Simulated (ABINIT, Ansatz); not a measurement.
Records of electronic-structure calculations.

### Y2CN2O2 (P-3m1): G0W0 with ABINIT, start to end

The structure is trigonal, space group P-3m1 (No. 164). The conventional cell has a = 3.699 Å, b = 3.699 Å, c = 8.169 Å, α = 90.00°, β = 90.00°, γ = 120.00°. Nearest to Y lie 4 O at 2.22 to 2.29 Å and 3 N at 2.56 Å. Nearest to C lie 2 N at 1.23 Å. Nearest to N lie 1 C at 1.23 Å and 3 Y at 2.56 Å. O has 4 Y at 2.22 to 2.29 Å nearest. Farther neighbours, and contacts between anions beyond the nearest, are not listed.

- method: RPA screening on LDA, plane waves, norm-conserving pseudopotentials (and 2 further levels or steps)
- program: ABINIT 10.8.3
- settings: cutoff 37 Ha, PseudoDojo scalar-relativistic 0.4.1 standard, norm-conserving, ngkpt (3, 3, 1), nband 181, ecuteps 6.5 Ha, inclvkb 2, shiftk (0, 0, 0), symchi 1, awtr 1, frequency ppm, 3×3×1 k-mesh
- notes: The program’s warnings: nproc spkpt=  >= nkpt= * nsppol=. The cell and positions are those that the Materials Project relaxed with its own functionals (PBE, PBE+U or r2SCAN), kept fixed. Limits: no spin-orbit coupling. The 3×3×1 mesh is coarse for this cell, which bears on the long-range parts of exchange and screening.
- LDA gap: 3.73 eV, direct
- G0W0 gap on the mesh: 5.32 eV
- GW settings: 3×3×1 mesh, 181 bands, screening to 176.9 eV, Godby-Needs plasmon pole
- known limits: short of the basis limit; no spin-orbit coupling; coarse k mesh

G0W0 moves the gap on the mesh from 3.73 eV to 5.32 eV (+1.60 eV), with Z of 0.80 and 0.86 at the edges. Local fields lower the RPA ε∞ on this mesh from 4.32 to 3.83; a Γ-centred mesh this coarse tends to raise both, most where the direct gap is narrow, while a short band sum lowers them.

[Paths, hosts, dates, memory and timing lines, banners, echoed tables and standing remarks are left out of the program output; an Ansatz launch command may be rebuilt from the run's recorded settings. Measured values are a selection of at most five: reports struck by readers or far from the other reports are left out. None is set beside runs whose start may be inverted or whose files or cutoffs have a known fault.]

[Runs of the session that timed out or met a known fault of the program may be left out.]

[Hosts, paths, dates, database ids (printed as entryN), source tags and the programs' standing remarks are cut or masked in the printed files.]

[G0W0 gaps are taken among the corrected bands and points alone; a level outside them can change the order at an edge.]

[Where Ansatz stands beside ABINIT at settings called matched, ABINIT's density can come from a denser mesh and the files from another edition; pairs whose starting gaps differed by over 0.03 eV were left out, so agreement reads better than it is.]
